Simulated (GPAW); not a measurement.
## HfSi2N4 monolayer: work function by functional and basis

Wanted: work functions and dipole of HfSi2N4 monolayer, with the cost of each level. Where a layer proves gapped, the work function hangs on where the smearing puts the Fermi level, and the band edges take its place.

Program: GPAW 26.7.0. Level of theory: GPAW, PAW setups; layer in a repeated cell with vacuum, relaxation of atoms and in-plane cell, in the first sound run; inputs show where later runs differ. Results are calculated unless marked as measured.

Report form: the programs' logs are mostly left out.

## (1) Starting point

The cell holds 7 atoms: 4 N, 2 Si and 1 Hf. Its edges and angles: a = 2.920 Å, b = 2.920 Å, c = 23.464 Å, α = 90.0°, β = 90.0°, γ = 120.0°. Vacuum lies along c.

## (2) Relaxing the atoms

The atoms are relaxed first, since the surface dipole, and with it the work function, follows the positions of the outer layers.

run.py reads:

```python
import json
import numpy as np
from ase import Atoms
from ase.filters import FrechetCellFilter
from ase.optimize import BFGS
from gpaw import GPAW, PW

slab = Atoms(
    ['N', 'Si', 'N', 'Hf', 'N', 'Si', 'N'],
    positions=[
        [0.00000, 0.00000, 8.00000],
        [-0.00000, 1.68586, 8.46943],
        [-0.00000, 1.68586, 10.21943],
        [0.00000, 0.00000, 11.73208],
        [-0.00000, 1.68586, 13.24472],
        [-0.00000, 1.68586, 14.99472],
        [0.00000, 0.00000, 15.46415]],
    cell=[[2.92, 0.0, 0.0], [-1.46, 2.52879, 0.0], [0.0, 0.0, 23.4642]],
    pbc=[True, True, True])

slab.calc = GPAW(mode=PW(600), xc='PBE', kpts={'size': (12, 12, 1), 'gamma': True},
                 occupations={'name': 'fermi-dirac', 'width': 0.05}, nbands='200%',
                 convergence={'density': 1e-05}, maxiter=200,
                 symmetry={'tolerance': 1e-3}, txt='slab.txt')
result = {}
# The in-plane cell is free; stress needs a cell that repeats along all three vectors
path = []
opt = BFGS(FrechetCellFilter(slab, mask=[1, 1, 0, 0, 0, 1]), maxstep=0.2)
opt.attach(lambda: path.append((slab.get_potential_energy(), slab.positions.tolist(), slab.get_forces().tolist())))
result['relaxed'] = bool(opt.run(fmax=0.02, steps=45))
result['path'] = path
result['cell'] = slab.cell.tolist()
print('in-plane lattice', slab.cell.cellpar().round(4)[[0, 1, 5]])
energy = slab.get_potential_energy()
fermi = slab.calc.get_fermi_level()
v = slab.calc.get_electrostatic_potential().mean((0, 1)) - fermi
n = slab.calc.get_pseudo_density().mean((0, 1))
L = slab.cell[2, 2]
z = np.arange(len(v)) * L / len(v)
low, high = slab.positions[:, 2].min(), slab.positions[:, 2].max()
below, above = np.interp([low - 5.8, high + 5.8], z, v)
slopes = [np.interp(x, z, np.gradient(v, z)) for x in (low - 5.8, high + 5.8)]
eps = np.array([[slab.calc.get_eigenvalues(k, s) for k in range(len(slab.calc.get_ibz_k_points()))]
                for s in range(slab.calc.get_number_of_spins())]) - fermi
top, bottom = eps[eps < 0].max(), eps[eps > 0].min()
dipole = slab.get_dipole_moment()[2]
print(f'energy {energy:.4f} eV, Fermi level {fermi:.4f} eV, dipole {dipole:.5f} e A')
print(f'potential 5.8 A off the faces, from the Fermi level: lower {below:.4f} eV, upper {above:.4f} eV')
print(f'slope of the potential there: lower {slopes[0]:.5f}, upper {slopes[1]:.5f} eV/A')
print(f'nearest levels on the mesh: {top:.4f} and {bottom:.4f} eV')
print('magnetic moment', round(slab.get_magnetic_moment(), 3))
result.update(energy=energy, fermi=fermi, dipole=dipole, below=below, above=above, slopes=slopes, edges=[top, bottom],
              z=z.tolist(), v=v.tolist(), n=n.tolist(), positions=slab.positions.tolist(),
              forces=slab.get_forces(apply_constraint=False).tolist(), moments=slab.get_magnetic_moments().tolist())
json.dump(result, open('result.json', 'w'))
```

On the command line:

```
OMP_NUM_THREADS=1 OPENBLAS_NUM_THREADS=1 python run.py
```

The job ended after 16 min (1 thread of Arm Neoverse V2, shared host; peak memory 0.54 GiB).

Numbers from this step:

```yaml
dipole_along_the_normal: -9.74e-4 e·Å
levels_nearest_the_fermi_level_on_the_mesh: -0.7133, 0.8070 eV from the Fermi level
```

The electrostatic potential energy of an electron (without an applied field's), less the Fermi level, planar mean oscillates, so the rows of the table below give means over windows of 1.04 Å about each position, cut where the curve ends. Its maxima inside the range that stand out by 2 % of the span (Å: eV): 9.8: 0.627, 10.9: -7.57, 12.6: -7.57, 13.6: 0.633. Its minima: 8.3: -22.2, 10.5: -11.7, 11.7: -26.5, 12.9: -11.7, 15.1: -22.1.

Electrostatic potential energy of an electron (without an applied field's), less the Fermi level, planar mean against z; means over each step:

z (Å), electrostatic potential energy of an electron (without an applied field's), less the Fermi level, planar mean (eV) and a bar from the least value:
```
     0.52        5.7 ##############################
     1.56        5.7 ##############################
     2.60        5.7 ##############################
     3.64        5.7 ##############################
     4.68        5.7 ##############################
     5.72        5.7 ##############################
     6.76        5.2 #############################
     7.80       -6.5 ################
     8.84      -15.6 #####
     9.88       -2.5 ####################
    10.92      -11.5 ##########
    11.96      -19.9 
    13.00       -7.4 ###############
    14.04       -4.7 ##################
    15.08      -18.0 ##
    16.12        2.3 ##########################
    17.16        5.6 ##############################
    18.20        5.7 ##############################
    19.24        5.7 ##############################
    20.28        5.7 ##############################
    21.32        5.7 ##############################
    22.36        5.7 ##############################
```

The pseudo valence density, planar mean by z:

```
z (Å)  pseudo valence density, planar mean (e/Å³)
  5.0                                      7.2e-5
  5.5                                      3.4e-4
  6.0                                     0.00168
  6.5                                     0.00832
  7.0                                      0.0428
  7.5                                       0.216
  8.0                                       0.715
  8.5                                       0.734
  9.0                                       0.326
  9.5                                       0.243
 10.0                                       0.443
 10.5                                       0.721
 11.0                                       0.636
 11.5                                        1.09
 12.0                                        1.04
 12.5                                       0.632
 13.0                                       0.716
 13.5                                       0.415
 14.0                                       0.241
 14.5                                       0.344
 15.0                                       0.753
 15.5                                       0.680
 16.0                                       0.191
 16.5                                      0.0372
 17.0                                     0.00734
 17.5                                     0.00150
 18.0                                      3.1e-4
 18.5                                      6.5e-5
```

The relaxation lowered the energy of the cell by 1.61 eV (energies extrapolated to zero smearing; the optimiser's log prints free energies). The largest force left on a free atom is 0.019 eV/Å.

## (3) The slab's potential

The work function is the vacuum plateau of the electrostatic potential less the Fermi level; a dipole layer lets the two faces have plateaus of their own.

This step: GPAW, PAW setups; slab in vacuum (GPAW 26.7.0).

The cell differs from the one that the last finished run ended in (c 23.464 → 23.026 Å).

run.py, as its differences from that of step 2:

```diff
@@ -3,4 +3,2 @@
 from ase import Atoms
-from ase.filters import FrechetCellFilter
-from ase.optimize import BFGS
 from gpaw import GPAW, PW
@@ -10,25 +8,18 @@
     positions=[
-        [0.00000, 0.00000, 8.00000],
-        [-0.00000, 1.68586, 8.46943],
-        [-0.00000, 1.68586, 10.21943],
-        [0.00000, 0.00000, 11.73208],
-        [-0.00000, 1.68586, 13.24472],
-        [-0.00000, 1.68586, 14.99472],
-        [0.00000, 0.00000, 15.46415]],
-    cell=[[2.92, 0.0, 0.0], [-1.46, 2.52879, 0.0], [0.0, 0.0, 23.4642]],
-    pbc=[True, True, True])
+        [-0.00000, 0.00000, 8.00000],
+        [-0.00000, 1.73618, 8.49455],
+        [-0.00000, 1.73618, 10.24572],
+        [-0.00000, 0.00000, 11.51304],
+        [-0.00000, 1.73618, 12.78036],
+        [-0.00000, 1.73618, 14.53153],
+        [-0.00000, 0.00000, 15.02608]],
+    cell=[[3.00715, 0.0, 0.0], [-1.50358, 2.60426, 0.0], [0.0, 0.0, 23.0261]],
+    pbc=[True, True, False])
 
-slab.calc = GPAW(mode=PW(600), xc='PBE', kpts={'size': (12, 12, 1), 'gamma': True},
+slab.calc = GPAW(mode=PW(500), xc='PBE', kpts={'size': (12, 12, 1), 'gamma': True},
                  occupations={'name': 'fermi-dirac', 'width': 0.05}, nbands='200%',
                  convergence={'density': 1e-05}, maxiter=200,
+                 poissonsolver={'dipolelayer': 'xy'},
                  symmetry={'tolerance': 1e-3}, txt='slab.txt')
 result = {}
-# The in-plane cell is free; stress needs a cell that repeats along all three vectors
-path = []
-opt = BFGS(FrechetCellFilter(slab, mask=[1, 1, 0, 0, 0, 1]), maxstep=0.2)
-opt.attach(lambda: path.append((slab.get_potential_energy(), slab.positions.tolist(), slab.get_forces().tolist())))
-result['relaxed'] = bool(opt.run(fmax=0.02, steps=45))
-result['path'] = path
-result['cell'] = slab.cell.tolist()
-print('in-plane lattice', slab.cell.cellpar().round(4)[[0, 1, 5]])
 energy = slab.get_potential_energy()
```

It took 53 s on 1 thread; peak memory 0.26 GiB.

Numbers from this step:

```
dipole along the normal                    : -4.73e-4 e·Å
levels nearest the Fermi level on the mesh : -0.7030, 0.7962 eV from the Fermi level
upper work function                        : 5.669 eV
lower work function                        : 5.661 eV
upper ionisation energy                    : 6.372 eV
```

The electrostatic potential energy of an electron (without an applied field's), less the Fermi level, planar mean oscillates, so the rows of the table below give means over windows of 1.06 Å about each position, cut where the curve ends. Its maxima inside the range that stand out by 2 % of the span (Å: eV): 9.6: 0.607, 10.6: -7.60, 12.4: -7.60, 13.4: 0.611. Its minima: 8.2: -22.2, 10.3: -11.8, 11.5: -26.5, 12.8: -11.8, 14.9: -22.2.

The electrostatic potential energy of an electron (without an applied field's), less the Fermi level, planar mean by z; means over each step:

z (Å), electrostatic potential energy of an electron (without an applied field's), less the Fermi level, planar mean (eV) and a bar from the least value:
```
     0.53        5.7 ##############################
     1.59        5.7 ##############################
     2.65        5.7 ##############################
     3.71        5.7 ##############################
     4.77        5.7 ##############################
     5.83        5.6 ##############################
     6.89        4.0 ############################
     7.95      -14.8 ####
     9.01       -8.2 ############
    10.07       -6.0 ###############
    11.13      -17.6 
    12.19      -13.1 ######
    13.25       -3.5 ##################
    14.31      -13.9 #####
    15.37       -8.4 ############
    16.43        5.0 #############################
    17.49        5.6 ##############################
    18.55        5.7 ##############################
    19.61        5.7 ##############################
    20.67        5.7 ##############################
    21.73        5.7 ##############################
    22.79        5.7 ##############################
```

The pseudo valence density, planar mean oscillates, so the rows of the table below give means over windows of 1 Å about each position, cut where the curve ends. Its maxima inside the range that stand out by 2 % of the span (Å: e/Å³): 8.1: 0.818, 10.4: 0.733, 11.5: 1.31, 12.7: 0.733, 15.0: 0.818. Its minima: 9.2: 0.237, 10.7: 0.629, 12.3: 0.629, 13.8: 0.237.

The pseudo valence density, planar mean by z; means over each step:

```
z (Å)  pseudo valence density, planar mean (e/Å³)
    4                                      1.1e-5
    5                                      2.2e-4
    6                                     0.00511
    7                                       0.131
    8                                       0.681
    9                                       0.310
   10                                       0.560
   11                                       0.851
   12                                       0.864
   13                                       0.571
   14                                       0.304
   15                                       0.681
   16                                       0.144
   17                                     0.00547
   18                                      2.4e-4
   19                                      1.2e-5
```

Force by atom:

```
atom  x (eV/Å)  y (eV/Å)  z (eV/Å)    size
  N1    0.0000    0.0000   -0.0667  0.0667
 Si2    0.0000    0.0000    0.0322  0.0322
  N3    0.0000    0.0000    0.0543  0.0543
 Hf4    0.0000    0.0000    0.0000  0.0000
  N5    0.0000    0.0000   -0.0543  0.0543
 Si6    0.0000    0.0000   -0.0322  0.0322
  N7    0.0000    0.0000    0.0667  0.0667
```

The layer is gapped, so the Fermi level lies somewhere inside the gap, set by smearing and numerics, and these work functions are no property of the material; the band edges below the vacuum level are. The potential is flat to 4.9e-4 eV/Å where it is read, so the vacuum is wide enough.

## (4) Self-consistent run: xc = "LDA"

The same geometry under LDA, to see how far the functional moves the levels against the vacuum.

run.py, as its differences from that of step 3:

```diff
@@ -18,3 +18,3 @@
 
-slab.calc = GPAW(mode=PW(500), xc='PBE', kpts={'size': (12, 12, 1), 'gamma': True},
+slab.calc = GPAW(mode=PW(500), xc='LDA', kpts={'size': (12, 12, 1), 'gamma': True},
                  occupations={'name': 'fermi-dirac', 'width': 0.05}, nbands='200%',
```

It took 52 s on 1 thread; peak memory 0.26 GiB.

Numbers from this step:

- dipole along the normal: -4.74e-4 e·Å
- levels nearest the Fermi level on the mesh: -0.6382, 0.7349 eV from the Fermi level
- upper work function: 6.031 eV
- lower work function: 6.023 eV
- upper ionisation energy: 6.669 eV

The electrostatic potential energy of an electron (without an applied field's), less the Fermi level, planar mean oscillates, so the rows of the table below give means over windows of 1.06 Å about each position, cut where the curve ends. Its maxima inside the range that stand out by 2 % of the span (Å: eV): 9.6: 0.939, 10.6: -7.21, 12.4: -7.21, 13.4: 0.943. Its minima: 8.2: -21.9, 10.3: -11.5, 11.5: -26.0, 12.8: -11.5, 14.9: -21.9.

The electrostatic potential energy of an electron (without an applied field's), less the Fermi level, planar mean by z; means over each step:

```
z (Å)  electrostatic potential energy of an electron (without an applied field's), less the Fermi level, planar mean (eV)
 0.53                                                                                                                6.02
 1.59                                                                                                                6.02
 2.65                                                                                                                6.02
 3.71                                                                                                                6.02
 4.77                                                                                                                6.02
 5.83                                                                                                                5.96
 6.89                                                                                                                4.36
 7.95                                                                                                               -14.5
 9.01                                                                                                               -7.84
10.07                                                                                                               -5.64
11.13                                                                                                               -17.1
12.19                                                                                                               -12.7
13.25                                                                                                               -3.13
14.31                                                                                                               -13.5
15.37                                                                                                               -8.14
16.43                                                                                                                5.39
17.49                                                                                                                6.01
18.55                                                                                                                6.03
19.61                                                                                                                6.03
20.67                                                                                                                6.03
21.73                                                                                                                6.03
22.79                                                                                                                6.03
```

Table of pseudo valence density, planar mean by z:

```
z (Å)  pseudo valence density, planar mean (e/Å³)
  4.5                                      3.0e-5
  5.0                                      1.4e-4
  5.5                                      6.9e-4
  6.0                                     0.00347
  6.5                                      0.0173
  7.0                                      0.0909
  7.5                                       0.406
  8.0                                       0.804
  8.5                                       0.522
  9.0                                       0.261
  9.5                                       0.288
 10.0                                       0.606
 10.5                                       0.706
 11.0                                       0.731
 11.5                                        1.30
 12.0                                       0.758
 12.5                                       0.701
 13.0                                       0.620
 13.5                                       0.297
 14.0                                       0.255
 14.5                                       0.498
 15.0                                       0.811
 15.5                                       0.437
 16.0                                      0.0986
 16.5                                      0.0185
 17.0                                     0.00380
 17.5                                      7.4e-4
 18.0                                      1.5e-4
 18.5                                      3.2e-5
```

Force by atom:

```
atom  x (eV/Å)  y (eV/Å)  z (eV/Å)   size
  N1     0.000     0.000     0.350  0.350
 Si2     0.000     0.000     0.119  0.119
  N3     0.000     0.000     0.390  0.390
 Hf4     0.000     0.000     0.000  0.000
  N5     0.000     0.000    -0.390  0.390
 Si6     0.000     0.000    -0.119  0.119
  N7     0.000     0.000    -0.350  0.350
```

The highest filled level lies 0.638 eV under the Fermi level, so the ionisation energy from the upper face is 6.031 + 0.638 = 6.669 eV, against 6.372 eV in the base run.

## (5) Self-consistent run: xc = "vdW-DF2"

The same geometry under vdW-DF2, to see how far the functional moves the levels against the vacuum (the van der Waals functionals take revPBE setups).

run.py, as its differences from that of step 4:

```diff
@@ -18,3 +18,3 @@
 
-slab.calc = GPAW(mode=PW(500), xc='LDA', kpts={'size': (12, 12, 1), 'gamma': True},
+slab.calc = GPAW(mode=PW(500), xc='vdW-DF2', kpts={'size': (12, 12, 1), 'gamma': True},
                  occupations={'name': 'fermi-dirac', 'width': 0.05}, nbands='200%',
```

Elapsed: 62 s, on 1 thread; peak memory 0.42 GiB.

This step gave:

```yaml
dipole_along_the_normal: -4.73e-4 e·Å
levels_nearest_the_fermi_level_on_the_mesh: -0.7624, 0.8630 eV from the Fermi level
upper_work_function: 6.066 eV
lower_work_function: 6.058 eV
upper_ionisation_energy: 6.828 eV
```

The highest filled level lies 0.762 eV under the Fermi level, so the ionisation energy from the upper face is 6.066 + 0.762 = 6.828 eV, against 6.372 eV in the base run.

(Continued in part 2 of 2.)

[Logs are printed without paths, hosts, clocks, repeated set-up lines and the standing remarks that a program may print on its own settings, such as how far it seeks lower states.]

[Hosts, paths, dates, database ids (printed as entryN), source tags and the programs' standing remarks are cut or masked in the printed files.]
